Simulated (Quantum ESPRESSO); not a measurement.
# Collinear magnetic orders of YCo2Ge2 with Quantum ESPRESSO

Aim: find out which collinear order of YCo2Ge2 costs least.

Method: PBEsol; plane waves with GBRV 1.5 PBEsol potentials, no spin-orbit coupling, in Quantum ESPRESSO 7.5.

Most raw output is cut from this account.

### 1. Set-up

The structure is tetragonal, space group I4/mmm (No. 139). The conventional cell has a = 3.970 Å, b = 3.970 Å, c = 10.060 Å, α = 90.00°, β = 90.00°, γ = 90.00°. Nearest to Y lie 8 Ge at 3.09 Å and 8 Co at 3.20 Å. Nearest to Co lie 4 Ge at 2.33 Å and 4 Co at 2.81 Å and 4 Y at 3.20 Å. Nearest to Ge lie 4 Co at 2.33 Å and 1 Ge at 2.59 Å and 4 Y at 3.09 Å. Farther neighbours are not listed.

The cell comes from Materials Project 2023-11-01, a database of computed structures, and need not be the stable phase.

### 2. Run 1, typed as ferro ++

The signs are those of the starting moments on the seeded atoms, the atoms that are given a moment.

Contents of pw.in:

```
&CONTROL
  calculation = 'scf'
  prefix = 'pwscf'
  outdir = './tmp'
  pseudo_dir = './pseudo'
  disk_io = 'nowf'
/
&SYSTEM
  ibrav = 0
  nat = 5
  ntyp = 3
  ecutwfc = 40
  ecutrho = 280
  nbnd = 49
  occupations = 'smearing'
  smearing = 'fd'
  degauss = 0.00734986
  nspin = 2
  starting_magnetization(1) = 0
  starting_magnetization(2) = 0.1176
  starting_magnetization(3) = 0
/
&ELECTRONS
  conv_thr = 1d-08
  electron_maxstep = 150
  mixing_beta = 0.3
/
ATOMIC_SPECIES
Y      88.9058 y_pbesol_v1.4.uspp.F.UPF
Co     58.9332 co_pbesol_v1.2.uspp.F.UPF
Ge     72.6300 ge_pbesol_v1.4.uspp.F.UPF
CELL_PARAMETERS angstrom
  -1.9850000000    1.9850000000    5.0300000000
   1.9850000000   -1.9850000000    5.0300000000
   1.9850000000    1.9850000000   -5.0300000000
ATOMIC_POSITIONS crystal
Y       0.0000000000    0.0000000000    0.0000000000
Co      0.7500000000    0.2500000000    0.5000000000
Co      0.2500000000    0.7500000000    0.5000000000
Ge      0.6288805400    0.6288805400    0.0000000000
Ge      0.3711194600    0.3711194600    0.0000000000
K_POINTS automatic
10 10 10 0 0 0
```

Launch:

```
> OMP_NUM_THREADS=1 mpirun -n 4 pw.x -nk 4 -in pw.in > pw.out
```

Run time: 3 min. Hardware: 4 MPI ranks of AMD EPYC 9R14 (Zen 4), shared host; peak memory 0.9 GiB.

Spin moment in the atom's sphere by atom:

| atom | spin moment in the atom's sphere (μB) |
| --- | --- |
| Y1 | 0.0000 |
| Co2 | -0.0001 |
| Co3 | -0.0001 |
| Ge4 | 0.0000 |
| Ge5 | 0.0000 |

This step gave:

```yaml
smearing_term_ts: 0.1176 eV
magnetization: 0 μB
absolute_magnetization: 0 μB
final_state: non-magnetic
```

### 3. Start 2: antiferro q=(1/2,1/2,1/2) +−+−

The cell is doubled to 10 atoms to hold this order. The wavevector q is in fractions of the reciprocal vectors of the crystal's primitive cell, as the cells of these inputs are built from it; moments change sign between cells as cos(2π q·R).

Contents of pw.in:

```
&CONTROL
  calculation = 'scf'
  prefix = 'pwscf'
  outdir = './tmp'
  pseudo_dir = './pseudo'
  disk_io = 'nowf'
/
&SYSTEM
  ibrav = 0
  nat = 10
  ntyp = 4
  ecutwfc = 40
  ecutrho = 280
  nbnd = 90
  occupations = 'smearing'
  smearing = 'fd'
  degauss = 0.00734986
  nspin = 2
  starting_magnetization(1) = 0
  starting_magnetization(2) = 0.1176
  starting_magnetization(3) = -0.1176
  starting_magnetization(4) = 0
/
&ELECTRONS
  conv_thr = 2d-08
  electron_maxstep = 150
  mixing_beta = 0.3
/
ATOMIC_SPECIES
Y      88.9058 y_pbesol_v1.4.uspp.F.UPF
Co1    58.9332 co_pbesol_v1.2.uspp.F.UPF
Co2    58.9332 co_pbesol_v1.2.uspp.F.UPF
Ge     72.6300 ge_pbesol_v1.4.uspp.F.UPF
CELL_PARAMETERS angstrom
  -3.9700000000    3.9700000000   10.0600000000
   0.0000000000    0.0000000000   10.0600000000
   0.0000000000    3.9700000000    0.0000000000
ATOMIC_POSITIONS crystal
Y       0.0000000000    0.0000000000    0.0000000000
Y       0.5000000000    0.0000000000    0.0000000000
Co1     0.0000000000    0.2500000000    0.5000000000
Co2     0.5000000000    0.2500000000    0.5000000000
Co1     0.5000000000    0.7500000000    0.5000000000
Co2     0.0000000000    0.7500000000    0.5000000000
Ge      0.0000000000    0.6288805400    0.0000000000
Ge      0.5000000000    0.6288805400    0.0000000000
Ge      0.0000000000    0.3711194600    0.0000000000
Ge      0.5000000000    0.3711194600    0.0000000000
K_POINTS automatic
5 10 10 0 0 0
```

It took 8.2 min on 4 MPI ranks; peak memory 1.8 GiB.

Spin moment in the atom's sphere by atom:

| atom | spin moment in the atom's sphere (μB) |
| --- | --- |
| Y1 | 0.0000 |
| Y2 | 0.0000 |
| Co3 | 0.0009 |
| Co4 | 0.0007 |
| Co5 | 0.0009 |
| Co6 | 0.0007 |
| Ge7 | 0.0000 |
| Ge8 | 0.0000 |
| Ge9 | 0.0000 |
| Ge10 | 0.0000 |

This step gave:

- smearing term TS: 0.2352 eV
- magnetization: 0 μB
- absolute magnetization: 0 μB
- final state: non-magnetic

### 4. Run 3, typed as antiferro q=(0,0,1/2) +−+−

This order needs a doubled cell of 10 atoms.

Contents of pw.in:

```
&CONTROL
  calculation = 'scf'
  prefix = 'pwscf'
  outdir = './tmp'
  pseudo_dir = './pseudo'
  disk_io = 'nowf'
/
&SYSTEM
  ibrav = 0
  nat = 10
  ntyp = 4
  ecutwfc = 40
  ecutrho = 280
  nbnd = 90
  occupations = 'smearing'
  smearing = 'fd'
  degauss = 0.00734986
  nspin = 2
  starting_magnetization(1) = 0
  starting_magnetization(2) = 0.1176
  starting_magnetization(3) = -0.1176
  starting_magnetization(4) = 0
/
&ELECTRONS
  conv_thr = 2d-08
  electron_maxstep = 150
  mixing_beta = 0.3
/
ATOMIC_SPECIES
Y      88.9058 y_pbesol_v1.4.uspp.F.UPF
Co1    58.9332 co_pbesol_v1.2.uspp.F.UPF
Co2    58.9332 co_pbesol_v1.2.uspp.F.UPF
Ge     72.6300 ge_pbesol_v1.4.uspp.F.UPF
CELL_PARAMETERS angstrom
  -1.9850000000    1.9850000000    5.0300000000
   1.9850000000   -1.9850000000    5.0300000000
   3.9700000000    3.9700000000  -10.0600000000
ATOMIC_POSITIONS crystal
Y       0.0000000000    0.0000000000    0.0000000000
Y       0.0000000000    0.0000000000    0.5000000000
Co1     0.7500000000    0.2500000000    0.2500000000
Co2     0.7500000000    0.2500000000    0.7500000000
Co1     0.2500000000    0.7500000000    0.2500000000
Co2     0.2500000000    0.7500000000    0.7500000000
Ge      0.6288805400    0.6288805400    0.0000000000
Ge      0.6288805400    0.6288805400    0.5000000000
Ge      0.3711194600    0.3711194600    0.0000000000
Ge      0.3711194600    0.3711194600    0.5000000000
K_POINTS automatic
10 10 5 0 0 0
```

It took 13 min on 4 MPI ranks; peak memory 2 GiB.

Spin moment in the atom's sphere by atom:

| atom | spin moment in the atom's sphere (μB) |
| --- | --- |
| Y1 | 0.0000 |
| Y2 | 0.0000 |
| Co3 | -0.0003 |
| Co4 | 0.0000 |
| Co5 | -0.0003 |
| Co6 | 0.0000 |
| Ge7 | 0.0000 |
| Ge8 | 0.0000 |
| Ge9 | 0.0000 |
| Ge10 | 0.0000 |

Numbers from this step:

| Quantity | Value |
| --- | --- |
| smearing term TS | 0.2352 eV |
| magnetization | 0 μB |
| absolute magnetization | 0 μB |
| final state | non-magnetic |

### 5. Start 4: no spin polarisation

Contents of pw.in:

```
&CONTROL
  calculation = 'scf'
  prefix = 'pwscf'
  outdir = './tmp'
  pseudo_dir = './pseudo'
  disk_io = 'nowf'
/
&SYSTEM
  ibrav = 0
  nat = 5
  ntyp = 3
  ecutwfc = 40
  ecutrho = 280
  nbnd = 47
  occupations = 'smearing'
  smearing = 'fd'
  degauss = 0.00734986
/
&ELECTRONS
  conv_thr = 1d-08
  electron_maxstep = 150
  mixing_beta = 0.3
/
ATOMIC_SPECIES
Y      88.9058 y_pbesol_v1.4.uspp.F.UPF
Co     58.9332 co_pbesol_v1.2.uspp.F.UPF
Ge     72.6300 ge_pbesol_v1.4.uspp.F.UPF
CELL_PARAMETERS angstrom
  -1.9850000000    1.9850000000    5.0300000000
   1.9850000000   -1.9850000000    5.0300000000
   1.9850000000    1.9850000000   -5.0300000000
ATOMIC_POSITIONS crystal
Y       0.0000000000    0.0000000000    0.0000000000
Co      0.7500000000    0.2500000000    0.5000000000
Co      0.2500000000    0.7500000000    0.5000000000
Ge      0.6288805400    0.6288805400    0.0000000000
Ge      0.3711194600    0.3711194600    0.0000000000
K_POINTS automatic
10 10 10 0 0 0
```

The job ended after 62 s (4 MPI ranks; peak memory 0.61 GiB).

This step gave:

| Quantity | Value |
| --- | --- |
| smearing term TS | 0.1176 eV |
| final state | non-magnetic (no spin polarisation) |

### 6. Energies of the orders

An order is kept where moments of 0.15 μB or more survive with the typed signs; meshes match where a doubled cell samples the same k points as the first cell.

Orders:

| start | final state | typed order kept | energy over the lowest (meV a seeded atom) | largest site moment (μB) | net moment (μB a cell of the first run) | mesh matched | CPU time (s) |
| --- | --- | --- | --- | --- | --- | --- | --- |
| ferro ++ | non-magnetic | no | 0.06078 | 0 | 0 | yes | 716 |
| antiferro q=(1/2,1/2,1/2) +-+- | non-magnetic | no | 0.06154 | 8.66e-4 | 0.001376 | yes | 1956 |
| antiferro q=(0,0,1/2) +-+- | non-magnetic | no | 0.06083 | 0 | 0 | yes | 3129 |
| no spin polarisation | non-magnetic | - | 0 | 0 | 0 | yes | 248.9 |

### 7. What came out

```json
{
  "lowest state found": "non-magnetic (from ferro ++, antiferro q=(1/2,1/2,1/2) +-+-, antiferro q=(0,0,1/2) +-+- and no spin polarisation)",
  "largest site moment": "0 μB"
}
```

The lowest state carries no moment, and no start kept one. This is the lowest of 4 collinear or spinless starts, no proof of the ground state. Energies are free energies at an electronic temperature of 1160 K, which lowers moments and differences where the moments are itinerant.

[Logs and program files are shortened in this print: banners, set-up blocks, solver, clock and traceback lines can be left out without a mark of their own.]

[Logs are printed without paths, hosts, clocks, repeated set-up lines and the standing remarks that a program may print on its own settings, such as how far it seeks lower states.]

[Hosts, paths, dates, database ids (printed as entryN), source tags and the programs' standing remarks are cut or masked in the printed files.]

[Where a cell is said to come from a database of computed structures, the database is the Materials Project.]
